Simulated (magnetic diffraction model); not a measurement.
# HoAl4Cd: what an assumed order does to the neutron pattern

Space group Cmcm (no. 63), a = 4.1730 Å, b = 16.0120 Å, c = 6.8790 Å.

```
site  atom    x       y       z
  4c    Ho    0  0.8835     3/4
  4c    Cd  1/2  0.7271     3/4
  8f    Al    0  0.6896  0.5507
  4c    Al    0  0.9192     1/4
  4b    Al  1/2       0     1/2
```

This is a made-up structure (elements placed in a structure type, unrelaxed), so the numbers test the method and describe no known phase.

Only Ho is taken to order (form factors of Ho3+); orders and moment sizes are assumed, and not adapted to the symmetry. Radiation: neutrons of λ = 2.36 Å (absorption by Cd left out), 3° to 75°; isotropic B of 0.58 Å² (Ho), 0.59 Å² (Cd) and 0.99 Å² (Al). Simulated constant-wavelength pattern: nuclear and magnetic terms add, the magnetic one as |2.695 fm × Σ f S⊥ exp(2πi Q·r) exp(−B s²)|², summed over all Q at one angle with the factor 1/(sin²θ cos θ). For collinear order S is the moment m, which repeats by lattice and centring translations R with the sign exp(−2πi k·R). Free-ion form factors, Sears's scattering lengths of 1992, no absorption; a label names one of the reflections at its angle. The strongest nuclear line in the range is 100, and lines under 0.2 are left out.

Assume the order k = (0 0 0), collinear moments along [010], 3.99 μB on Ho; signs + at (0, 0.8835, 3/4), + at (1/2, 0.6165, 1/4).

Predict the pattern, nuclear and magnetic parts apart.

```tsv
2θ (°)	index	nuclear	magnetic
16.95	(0 2 0)	12.2	0.0
26.14	(0 2 1)	4.0	50.6
33.98	(1 1 0)	6.8	26.6
34.29	(0 4 0)	0.5	0.0
39.61	(1 1 1)	0.6	31.4
39.88	(0 4 1)	4.4	0.4
40.13	(0 0 2)	10.0	18.0
42.07	(1 3 0)	4.8	6.9
43.85	(0 2 2)	0.7	0.3
46.88	(1 3 1)	24.4	23.3
53.57	(1 1 2)	100.0	20.6
53.78	(0 4 2)	17.5	10.4
55.35	(1 5 0)	56.0	5.0
56.62	(0 6 1)	35.3	2.0
59.36	(1 5 1)	39.0	3.3
59.54	(1 3 2)	24.4	8.3
64.73	(0 2 3)	9.2	11.5
68.06	(0 6 2)	38.2	0.4
68.88	(2 0 0)	51.4	5.5
70.54	(1 5 2)	1.1	9.3
71.53	(2 2 0)	1.8	0.1
72.07	(1 7 0)	2.5	0.4
72.25	(0 8 0)	1.1	0.0
72.57	(1 1 3)	10.6	8.6
72.75	(0 4 3)	2.4	0.3
```

The strongest magnetic line in the range is (0 2 1) at 26.14° (50.6). On top of the Lorentz factor, which all lines share, magnetic lines fade with angle because f falls: for Ho3+ it is 0.96, 0.85, 0.71 and 0.44 at sin θ/λ = 0.1, 0.2, 0.3 and 0.5 Å⁻¹, while nuclear lengths stay constant. The net moment is 7.98 μB a primitive cell.

[Logs are printed without paths, hosts, clocks, repeated set-up lines and the standing remarks that a program may print on its own settings, such as how far it seeks lower states.]
